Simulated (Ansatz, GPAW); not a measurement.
## STM contrast on a 3-layer slab of Cu(110)

Aim: Tersoff-Hamann images of a 3-layer slab of Cu(110) at several biases.

Method: Ansatz plane waves; slab in vacuum with a dipole correction, relaxation, in the first sound run; inputs show where later runs differ, in GPAW 26.7.0 and Ansatz 0.2.0.

## Step 1: The structure

The cell holds 3 atoms: 3 Cu. Cell: a = 3.610 Å, b = 2.553 Å, c = 20.553 Å, α = 90.0°, β = 90.0°, γ = 90.0°. Vacuum lies along c.

## Step 2: Relaxation

The atoms are relaxed first, since the surface dipole, and with it the work function, follows the positions of the outer layers. The lowest 1 atoms are held at bulk positions and keep their forces.

The input, input.yaml:

```yaml
crystal:
  lattice:
    - [3.61, 0.0, 0.0]
    - [0.0, 2.5526554801, 0.0]
    - [0.0, 0.0, 20.5526554801]
  atoms:
    - { symbol: Cu, position: [0.0, 0.0, 0.4378996188] }
    - { symbol: Cu, position: [0.5, 0.5, 0.5] }
    - { symbol: Cu, position: [0.0, 0.0, 0.5621003812] }
kpoints:
  mp_grid: { grid: [9, 12, 1] }
hamiltonian:
  xc: pbe
scf:
  occupations: { method: fermi_dirac, width: 0.1 }
efield:
  axis: 3
  dipole_correction: true
  ramp_width: 0.05
relax:
  f_tol: 0.02
  max_steps: 60
  constraints: [{ sites: [0] }]
output:
  write_potential: true
  write_density: true
  volumetric_format: npy
```

On the command line:

```bash
$ ansatz run input.yaml --threads 4 --pin off --max-ram 8192MiB --backend cpu --events-out ev --progress --plain --runs-dir out
```

Numbers of over 12 decimals in the logs are rounded to 6 here.

The log of the run:

```text
Engine: ansatz 0.2.0, x86_64-unknown-linux-gnu
Pseudopotentials: kind: paw
Pseudopotential: Cu, paw, valence charge 19, recommended cutoff 420 eV (normal), Cu.paw.azcp
Functional definition: PBE
  parameter kappa = 0.804
  parameter beta = 0.066725
  exchange = pbe_x(kappa = kappa, mu = beta*pi^2/3)
  correlation = pbe_c(beta = beta)
Crystal: 3 atoms, lattice volume = 189.394 Å³
Basis set: ecut = 420 eV, 3717 PW (Γ), exchange–correlation on 50×36×288 points (8 copies of the dense FFT grid, shifted against one another)
Bands: 35, of which v1, the nominal top of the filled ones, is band 29 counted from 1 (28 counted from 0)
Symmetry: 4 space group operations
k-points: 35 of 108
Non-local potential: Cu, projectors of the file, l = 0: 3, l = 1: 2, l = 2: 3, l = 3: 1
PAW form: soft (Blöchl's): semilocal exchange-correlation on the pseudo side does not see the compensation charge
PAW one-centre angular grid: Cu, 590 points (default); XC on 64 Gauss nodes
Initial density: superposition of atomic densities (neutral atoms: chi_scale 0, normalization atom), corrected by the library's trained network
Initial wavefunctions: pseudopotential atomic-orbital guess
Functional: x = pbe(κ = 0.804, μ = 0.219515), c = pbe(β = 0.066725)
SCF iter   1: F=—  HF=-19873.711256 eV  |F-HF|=—  |Δ(HF+E_count)|=         —  Δρ=1.49e-3  dr2=3.89e-3  ethr=1.77e-3  p=0.000 e·Å  D=1.67e-13 V/Å  ΔV_dip=-0.00 eV  dr2_dipole=1.07e-9  V_vac-E_F(+/−)=4.49/4.49 eV  ⟨swp⟩=9.2  Hψ=5770  notcnv=0
efield: sawtooth ramp at fractional position 0.9750 (placed from the atoms, in the widest stretch of the axis that holds none; the zero of the levels goes with the place), width 0.0500; the density the first Hamiltonian is built on has a dipole p = 0.000 e·Å; the dipole correction subtracts the counter field D = 1.67e-13 V/Å, which shifts the + side's vacuum level by -0.00 eV against the − side's; the planar-averaged density in the ramp window peaks in size at 7.5e-6 e/Å³
preconditioner: auto → LDOS  [metal: Δε(μ)=0.131 eV  Ē_g=7.204 eV  σ=0.100 eV  W_gap=0.32  n_scr=32 (ndim 8)  ℏωp=15.5 eV  f_vac=0.727  D(μ)=1.03/eV (n_scr^D=6)  β→1.0]
SCF iter   2: F=—  HF=-19873.721296 eV  |F-HF|=—  |Δ(HF+E_count)|=   1.00e-2  Δρ=4.06e-3  dr2=1.90e-2  ethr=6.83e-6  p=-0.000 e·Å  D=-8.78e-8 V/Å  ΔV_dip=0.00 eV  dr2_dipole=1.30e-9  V_vac-E_F(+/−)=4.43/4.43 eV  ⟨swp⟩=3.0  Hψ=3073  notcnv=0  defer=24
SCF iter   3: F=—  HF=-19873.717582 eV  |F-HF|=—  |Δ(HF+E_count)|=   3.71e-3  Δρ=1.18e-3  dr2=1.53e-3  ethr=6.83e-6  p=0.000 e·Å  D=1.73e-6 V/Å  ΔV_dip=-0.00 eV  dr2_dipole=5.88e-10  V_vac-E_F(+/−)=4.45/4.45 eV  ⟨swp⟩=2.0  Hψ=2307  notcnv=0  defer=24
SCF iter   4: F=—  HF=-19873.717219 eV  |F-HF|=—  |Δ(HF+E_count)|=   3.63e-4  Δρ=3.49e-4  dr2=1.63e-4  ethr=2.68e-6  p=0.000 e·Å  D=1.20e-6 V/Å  ΔV_dip=-0.00 eV  dr2_dipole=1.10e-10  V_vac-E_F(+/−)=4.43/4.43 eV  ⟨swp⟩=2.0  Hψ=1857  notcnv=0  defer=24
SCF iter   5: F=—  HF=-19873.717209 eV  |F-HF|=—  |Δ(HF+E_count)|=   9.81e-6  Δρ=2.42e-4  dr2=6.70e-5  ethr=2.87e-7  p=0.000 e·Å  D=2.01e-7 V/Å  ΔV_dip=-0.00 eV  dr2_dipole=9.40e-16  V_vac-E_F(+/−)=4.42/4.42 eV  ⟨swp⟩=2.0  Hψ=1743  notcnv=0  defer=24
SCF iter   6: F=—  HF=-19873.717201 eV  |F-HF|=—  |Δ(HF+E_count)|=   7.75e-6  Δρ=9.89e-5  dr2=1.23e-5  ethr=1.18e-7  p=0.000 e·Å  D=6.65e-7 V/Å  ΔV_dip=-0.00 eV  dr2_dipole=8.34e-13  V_vac-E_F(+/−)=4.42/4.42 eV  ⟨swp⟩=2.0  Hψ=1754  notcnv=0  defer=24
SCF iter   7: F=-19873.717200 eV  HF=-19873.717200 eV  |F-HF|=1.98e-7  |Δ(HF+E_count)|=   1.06e-6  Δρ=1.97e-5  dr2=5.83e-7  ethr=1.75e-8  p=0.000 e·Å  D=2.62e-7 V/Å  ΔV_dip=-0.00 eV  dr2_dipole=1.06e-13  V_vac-E_F(+/−)=4.42/4.42 eV  ⟨swp⟩=11.6  Hψ=10868  notcnv=0
SCF 1 converged in 7 iterations: F = -19873.717200 eV  dr2 = 5.83e-7
  greatest PAW one-centre occupation: 1.000 electrons in one spin orbital (limit 2), on the Cu atom at site 0 (counted from 0), in its partial waves of l = 0
relax step   1: F+E_penalty+E_count = -19873.71720016 eV  Δ(F+E_penalty+E_count) = +0.000e0 eV  max|allowed force component| = 3.354e-1 eV/Å  Δτ_max = 0.0000 Å  (7 SCF iters, dr2 threshold 1.00e-5 eV, accepted)
Initial density: handed on by an earlier stage of this run
Initial wavefunctions: those handed on with the density
iter 1 solved again at ethr=1.54e-5 eV; its pass at ethr=3.10e-3 eV (dr2=8.78e-3 eV) is discarded
SCF iter   1: F=—  HF=-19873.731955 eV  |F-HF|=—  |Δ(HF+E_count)|=         —  Δρ=2.82e-3  dr2=8.67e-3  ethr=1.54e-5  p=0.000 e·Å  D=1.67e-6 V/Å  ΔV_dip=-0.00 eV  dr2_dipole=6.24e-5  V_vac-E_F(+/−)=4.41/4.41 eV  ⟨swp⟩=2.0  Hψ=4533  notcnv=0  defer=28
efield: sawtooth ramp at fractional position 0.9750 (handed on by an earlier solve), width 0.0500; the density the first Hamiltonian is built on has a dipole p = 0.000 e·Å; the dipole correction subtracts the counter field D = 1.67e-6 V/Å, which shifts the + side's vacuum level by -0.00 eV against the − side's; the planar-averaged density in the ramp window peaks in size at 1.1e-5 e/Å³
preconditioner: auto → LDOS  [metal: Δε(μ)=0.131 eV  Ē_g=7.281 eV  σ=0.100 eV  W_gap=0.31  n_scr=32 (ndim 8)  ℏωp=15.5 eV  f_vac=0.728  D(μ)=1.03/eV (n_scr^D=6)  β→1.0]
SCF iter   2: F=—  HF=-19873.733344 eV  |F-HF|=—  |Δ(HF+E_count)|=   1.39e-3  Δρ=4.19e-3  dr2=2.04e-2  ethr=1.52e-5  p=-0.003 e·Å  D=-2.70e-3 V/Å  ΔV_dip=0.06 eV  dr2_dipole=2.84e-4  V_vac-E_F(+/−)=4.48/4.42 eV  ⟨swp⟩=2.0  Hψ=2356  notcnv=0  defer=28  recentre
SCF iter   3: F=—  HF=-19873.730081 eV  |F-HF|=—  |Δ(HF+E_count)|=   3.26e-3  Δρ=2.02e-3  dr2=4.98e-3  ethr=1.52e-5  p=0.000 e·Å  D=2.35e-4 V/Å  ΔV_dip=-0.00 eV  dr2_dipole=6.78e-5  V_vac-E_F(+/−)=4.41/4.41 eV  ⟨swp⟩=2.0  Hψ=2317  notcnv=0  defer=28
SCF iter   4: F=—  HF=-19873.729057 eV  |F-HF|=—  |Δ(HF+E_count)|=   1.02e-3  Δρ=1.60e-4  dr2=5.15e-5  ethr=8.74e-6  p=0.000 e·Å  D=6.19e-5 V/Å  ΔV_dip=-0.00 eV  dr2_dipole=5.02e-6  V_vac-E_F(+/−)=4.42/4.42 eV  ⟨swp⟩=2.0  Hψ=1729  notcnv=0  defer=29
SCF iter   5: F=—  HF=-19873.729080 eV  |F-HF|=—  |Δ(HF+E_count)|=   2.28e-5  Δρ=2.01e-4  dr2=4.57e-5  ethr=9.03e-8  p=0.000 e·Å  D=1.00e-4 V/Å  ΔV_dip=-0.00 eV  dr2_dipole=1.29e-9  V_vac-E_F(+/−)=4.42/4.42 eV  ⟨swp⟩=2.0  Hψ=2090  notcnv=0  defer=29
SCF iter   6: F=-19873.729083 eV  HF=-19873.729076 eV  |F-HF|=6.39e-6  |Δ(HF+E_count)|=   3.77e-6  Δρ=3.22e-5  dr2=1.20e-6  ethr=1.23e-8  p=0.000 e·Å  D=1.30e-4 V/Å  ΔV_dip=-0.00 eV  dr2_dipole=2.53e-8  V_vac-E_F(+/−)=4.42/4.43 eV  ⟨swp⟩=10.1  Hψ=10356  notcnv=0
SCF 2 converged in 6 iterations: F = -19873.729083 eV  dr2 = 1.20e-6
[...]
preconditioner: auto → LDOS  [metal: Δε(μ)=0.111 eV  Ē_g=7.334 eV  σ=0.100 eV  W_gap=0.26  n_scr=32 (ndim 8)  ℏωp=15.5 eV  f_vac=0.730  D(μ)=1.04/eV (n_scr^D=6)  β→1.0]
SCF iter   2: F=—  HF=-19873.744188 eV  |F-HF|=—  |Δ(HF+E_count)|=   1.92e-3  Δρ=6.17e-3  dr2=4.44e-2  ethr=3.87e-5  p=-0.003 e·Å  D=-2.77e-3 V/Å  ΔV_dip=0.06 eV  dr2_dipole=2.29e-4  V_vac-E_F(+/−)=4.50/4.44 eV  ⟨swp⟩=2.0  Hψ=2667  notcnv=0  defer=29  recentre
SCF iter   3: F=—  HF=-19873.737883 eV  |F-HF|=—  |Δ(HF+E_count)|=   6.30e-3  Δρ=3.31e-3  dr2=1.33e-2  ethr=3.87e-5  p=0.001 e·Å  D=9.31e-4 V/Å  ΔV_dip=-0.02 eV  dr2_dipole=1.03e-4  V_vac-E_F(+/−)=4.40/4.42 eV  ⟨swp⟩=2.0  Hψ=2322  notcnv=0  defer=29
SCF iter   4: F=—  HF=-19873.735316 eV  |F-HF|=—  |Δ(HF+E_count)|=   2.57e-3  Δρ=4.13e-4  dr2=2.21e-4  ethr=2.33e-5  p=0.000 e·Å  D=2.03e-4 V/Å  ΔV_dip=-0.00 eV  dr2_dipole=7.12e-6  V_vac-E_F(+/−)=4.42/4.43 eV  ⟨swp⟩=2.0  Hψ=1794  notcnv=0  defer=29
SCF iter   5: F=—  HF=-19873.735305 eV  |F-HF|=—  |Δ(HF+E_count)|=   1.11e-5  Δρ=2.50e-4  dr2=7.33e-5  ethr=3.87e-7  p=0.000 e·Å  D=2.28e-4 V/Å  ΔV_dip=-0.00 eV  dr2_dipole=4.73e-7  V_vac-E_F(+/−)=4.42/4.43 eV  ⟨swp⟩=3.1  Hψ=2337  notcnv=0  defer=29
SCF iter   6: F=—  HF=-19873.735310 eV  |F-HF|=—  |Δ(HF+E_count)|=   5.15e-6  Δρ=6.68e-5  dr2=5.23e-6  ethr=1.29e-7  p=0.000 e·Å  D=2.33e-4 V/Å  ΔV_dip=-0.00 eV  dr2_dipole=9.93e-9  V_vac-E_F(+/−)=4.42/4.43 eV  ⟨swp⟩=2.0  Hψ=1675  notcnv=0  defer=29
SCF iter   7: F=—  HF=-19873.735323 eV  |F-HF|=—  |Δ(HF+E_count)|=   1.31e-5  Δρ=5.95e-5  dr2=4.51e-6  ethr=4.68e-9  p=0.000 e·Å  D=9.62e-5 V/Å  ΔV_dip=-0.00 eV  dr2_dipole=1.12e-7  V_vac-E_F(+/−)=4.42/4.43 eV  ⟨swp⟩=11.3  Hψ=10907  notcnv=0
SCF iter   8: F=-19873.735325 eV  HF=-19873.735325 eV  |F-HF|=3.61e-7  |Δ(HF+E_count)|=   1.26e-6  Δρ=1.74e-5  dr2=5.28e-7  ethr=4.68e-9  p=0.000 e·Å  D=7.46e-5 V/Å  ΔV_dip=-0.00 eV  dr2_dipole=5.84e-8  V_vac-E_F(+/−)=4.42/4.43 eV  ⟨swp⟩=9.3  Hψ=9516  notcnv=0
SCF 3 converged in 8 iterations: F = -19873.735325 eV  dr2 = 5.28e-7
relax step   3: F+E_penalty+E_count = -19873.73532498 eV  Δ(F+E_penalty+E_count) = -6.242e-3 eV  max|allowed force component| = 2.687e-2 eV/Å  Δτ_max = 0.0653 Å  (8 SCF iters, dr2 threshold 2.67e-6 eV, accepted)
SCF iter   1: F=—  HF=-19873.735475 eV  |F-HF|=—  |Δ(HF+E_count)|=         —  Δρ=4.26e-4  dr2=1.94e-4  ethr=4.18e-6  p=0.000 e·Å  D=7.43e-5 V/Å  ΔV_dip=-0.00 eV  dr2_dipole=1.11e-6  V_vac-E_F(+/−)=4.43/4.43 eV  ⟨swp⟩=2.4  Hψ=2585  notcnv=0  defer=28
efield: sawtooth ramp at fractional position 0.9750 (handed on by an earlier solve), width 0.0500; the density the first Hamiltonian is built on has a dipole p = 0.000 e·Å; the dipole correction subtracts the counter field D = 7.43e-5 V/Å, which shifts the + side's vacuum level by -0.00 eV against the − side's; the planar-averaged density in the ramp window peaks in size at 1.7e-5 e/Å³
preconditioner: auto → LDOS  [metal: Δε(μ)=0.114 eV  Ē_g=7.357 eV  σ=0.100 eV  W_gap=0.26  n_scr=32 (ndim 8)  ℏωp=15.5 eV  f_vac=0.730  D(μ)=1.02/eV (n_scr^D=6)  β→1.0]
SCF iter   2: F=—  HF=-19873.735482 eV  |F-HF|=—  |Δ(HF+E_count)|=   7.23e-6  Δρ=5.95e-4  dr2=4.17e-4  ethr=3.40e-7  p=0.000 e·Å  D=3.91e-4 V/Å  ΔV_dip=-0.01 eV  dr2_dipole=5.98e-6  V_vac-E_F(+/−)=4.42/4.43 eV  ⟨swp⟩=2.1  Hψ=2538  notcnv=0  defer=29
SCF iter   3: F=—  HF=-19873.735460 eV  |F-HF|=—  |Δ(HF+E_count)|=   2.25e-5  Δρ=4.76e-4  dr2=2.53e-4  ethr=3.40e-7  p=-0.000 e·Å  D=-1.15e-4 V/Å  ΔV_dip=0.00 eV  dr2_dipole=1.12e-6  V_vac-E_F(+/−)=4.43/4.43 eV  ⟨swp⟩=2.0  Hψ=2272  notcnv=0  defer=29
SCF iter   4: F=—  HF=-19873.735414 eV  |F-HF|=—  |Δ(HF+E_count)|=   4.53e-5  Δρ=1.87e-4  dr2=3.85e-5  ethr=3.40e-7  p=-0.000 e·Å  D=-1.21e-4 V/Å  ΔV_dip=0.00 eV  dr2_dipole=5.30e-8  V_vac-E_F(+/−)=4.43/4.43 eV  ⟨swp⟩=2.0  Hψ=1600  notcnv=0  defer=29
SCF iter   5: F=—  HF=-19873.735410 eV  |F-HF|=—  |Δ(HF+E_count)|=   4.64e-6  Δρ=5.18e-5  dr2=2.87e-6  ethr=6.75e-8  p=-0.000 e·Å  D=-3.48e-5 V/Å  ΔV_dip=0.00 eV  dr2_dipole=6.86e-9  V_vac-E_F(+/−)=4.43/4.43 eV  ⟨swp⟩=2.0  Hψ=1672  notcnv=0  defer=29
SCF iter   6: F=-19873.735409 eV  HF=-19873.735409 eV  |F-HF|=2.77e-7  |Δ(HF+E_count)|=   6.16e-7  Δρ=7.11e-6  dr2=5.77e-8  ethr=1.75e-10  p=-0.000 e·Å  D=-1.49e-5 V/Å  ΔV_dip=0.00 eV  dr2_dipole=5.31e-10  V_vac-E_F(+/−)=4.43/4.43 eV  ⟨swp⟩=9.1  Hψ=9642  notcnv=0
SCF 4 converged in 6 iterations: F = -19873.735409 eV  dr2 = 5.77e-8
relax step   4: F+E_penalty+E_count = -19873.73540950 eV  Δ(F+E_penalty+E_count) = -8.451e-5 eV  max|allowed force component| = 1.567e-3 eV/Å  Δτ_max = 0.0069 Å  (6 SCF iters, accepted)
NSCF: frozen V_eff on 35 k-points
the band table was solved once a step of the walk had ended and its energy, with any forces and stress, was formed, with the checks that follow a solve (8019 applications of the Hamiltonian). They found nothing against the state; the energy, forces and stress were not computed again (output.eigenvalues in the input reference)
WARN: The input density's exchange-correlation potential varies sharply where the density is thin. Do not read a vacuum level from v_tot or v_xc, or from such a field of the output density. On a cell that repeats whose density bears no net charge and no dipole along the vacuum's axis use v_es (v_loc + v_h of the components); under efield.dipole_correction with no amplitude use v_es + v_field, which holds any external [...]
SCF converged after 6 iterations
Free energy (F): -19873.735409 eV
Harris-Foulkes:  -19873.735409 eV  (|F-HF|=2.77e-7)
Internal energy: -19873.702273 eV  (E = F + TS)
E sigma→0 (E₀):  -19873.718841 eV
Entropy (-TS):   -0.033137 eV (-11.046 meV/atom)
Fermi energy:    -0.428577 eV
Dipole field:    D = 0.000017 V/Å  (p = 0.000018 e·Å, saw-weighted, corrected)
Work function:   Φ+ = 4.4251 eV   Φ− = 4.4255 eV
Levels:          The Fermi level and band energies are counted from a zero that moves with the ramp; work functions are not
--- Per-component energies (eV) ---
  E_band       = -2033.646107
  E_kinetic    = 898.098934
  E_local      = -87127.235972  (includes V_loc(G=0)·N_el)
  E_nonlocal   = 1180.178742
  E_hartree    = 42365.120188
  E_xc         = -264.302358
  E_vxc        = -340.656836  (∫ρ·V_xc dr)
  E_paw        = -4998.696789  (= ΣΔE_a)
  E_vpaw       = -1374.232924  (= ΣTr[D̂ρ^β])
  E_aug_tail   = 0.000840  (compensation charges beyond the density's cutoff)
  E_efield     = 0.000000  (sawtooth field / dipole correction)
  E_vefield    = 0.000049  (∫n·V_field dr)
  E_ewald      = 28073.134143
  E_smearing   = -0.033137  (= −TS)
  E_closure    = -0.000000  (closes the sum)
  Σ components = -19873.735409   (vs F -19873.735409, Δ=0.00e0)
--- Forces (eV/Å), atoms counted from 1 ---
  atom   1  Cu     0.00000000     0.00000000     0.00148951
  atom   2  Cu     0.00000000     0.00000000     0.00001439
  atom   3  Cu    -0.00000000     0.00000000    -0.00156710
  max |Σ_I F_I| component: 6.32e-5 eV/Å
--- Band table (eV; the first three rows and the last of 35) ---
  k-point 0: bands = [... 25 lower, -2.0763, -1.8618, -1.7873, -1.7007, 0.5584, 3.3162, 3.3545, 3.8999, ... 2 higher]
  k-point 1: bands = [... 25 lower, -1.9665, -1.9452, -1.7816, -1.6851, 0.7430, 3.5110, 3.6094, 4.0606, ... 2 higher]
  k-point 2: bands = [... 25 lower, -2.0885, -1.9221, -1.8328, -1.4964, 1.2646, 3.9765, 4.4130, 4.5411, ... 2 higher]
  k-point 34: bands = [... 25 lower, -1.7538, -1.6756, 0.5504, 0.9733, 4.1290, 4.3349, 4.8946, 5.5323, ... 2 higher]
--- Relaxed structure (4 steps of the walk, 4 accepted, 0 SCFs on fresh bases) ---
  F+E_penalty+E_count = -19873.73540950 eV   max|allowed force component| = 1.567e-3 eV/Å
  atoms:
    - { symbol: Cu, position: [0.0, 0.0, 0.437900] }
    - { symbol: Cu, position: [0.5, 0.5, 0.497521] }
    - { symbol: Cu, position: [-4.699830308786114e-18, 0.0, 0.557143] }
```

It took 15 s on 4 threads of Intel Xeon Platinum 8488C (Sapphire Rapids), shared host; peak memory 0.61 GiB; 55 s of CPU time.

The steps of the relaxation:

```tsv
step	energy less that of the first step (eV)	largest force component (eV/Å)
1	0.0000	0.3354
2	-0.0119	0.2066
3	-0.0181	0.0269
4	-0.0182	0.0016
```

Forces are held to the 4 operations that the run works with; a distortion that breaks them can't arise in this run.

The atoms that moved most (Å):

```tsv
atom	dx	dy	dz	length
Cu3	0.000	0.000	-0.102	0.102
Cu2	0.000	0.000	-0.051	0.051
```

Final coordinates:

```xyz
3
Lattice="3.6100 0.0000 0.0000 0.0000 2.5527 0.0000 0.0000 0.0000 20.5527" Properties=species:S:1:pos:R:3
Cu    0.0000    0.0000    9.0000
Cu    1.8050    1.2763   10.2254
Cu    0.0000    0.0000   11.4508
```

Numbers from this step:

- free energy: -19873.7354 eV
- smearing term TS: 0.03314 eV
- symmetry operations: 4
- upper work function: 4.425 eV
- lower work function: 4.425 eV
- dipole along the normal: 1.78e-5 e·Å
- dipole field: 1.70e-5 V/Å
- vacuum level above: 3.997 eV
- vacuum level below: 3.997 eV

The electrostatic potential energy of an electron (with the applied field's), less the Fermi level, planar mean by z:

```tsv
z (Å)	electrostatic potential energy of an electron (with the applied field's), less the Fermi level, planar mean (eV)
0	4.43
1	4.43
2	4.43
3	4.43
4	4.43
5	4.42
6	4.41
7	4.27
8	2.42
9	-9.56
10	-9.62
11	-8.36
12	-3.38
13	3.93
14	4.39
15	4.42
16	4.43
17	4.43
18	4.43
19	4.43
20	4.43
```

The valence density, planar mean oscillates, so the rows of the table below give means over windows of 0.5 Å about each position, cut where the curve ends. Its maxima inside the range that stand out by 2 % of the span (Å: e/Å³): 8.99: 2.93, 10.28: 2.92, 11.42: 2.92. Its minima: 9.56: 0.689, 10.85: 0.669.

Table of valence density, planar mean by z; means over each step:

z (Å), valence density, planar mean (e/Å³) and a bar:
```
      5.5       0.00 
      6.0       0.00 
      6.5       0.00 
      7.0       0.01 
      7.5       0.02 
      8.0       0.09 #
      8.5       0.76 #########
      9.0       2.43 ##############################
      9.5       1.03 #############
     10.0       1.98 ########################
     10.5       1.78 ######################
     11.0       1.14 ##############
     11.5       2.40 ##############################
     12.0       0.62 ########
     12.5       0.08 #
     13.0       0.02 
     13.5       0.01 
     14.0       0.00 
     14.5       0.00 
     15.0       0.00
```

The relaxation lowered the energy of the cell by 0.0182 eV.

[end of part 1 of 3]

[Logs are printed without paths, hosts, clocks, repeated set-up lines and the standing remarks that a program may print on its own settings, such as how far it seeks lower states.]

[Hosts, paths, dates, database ids (printed as entryN), source tags and the programs' standing remarks are cut or masked in the printed files.]
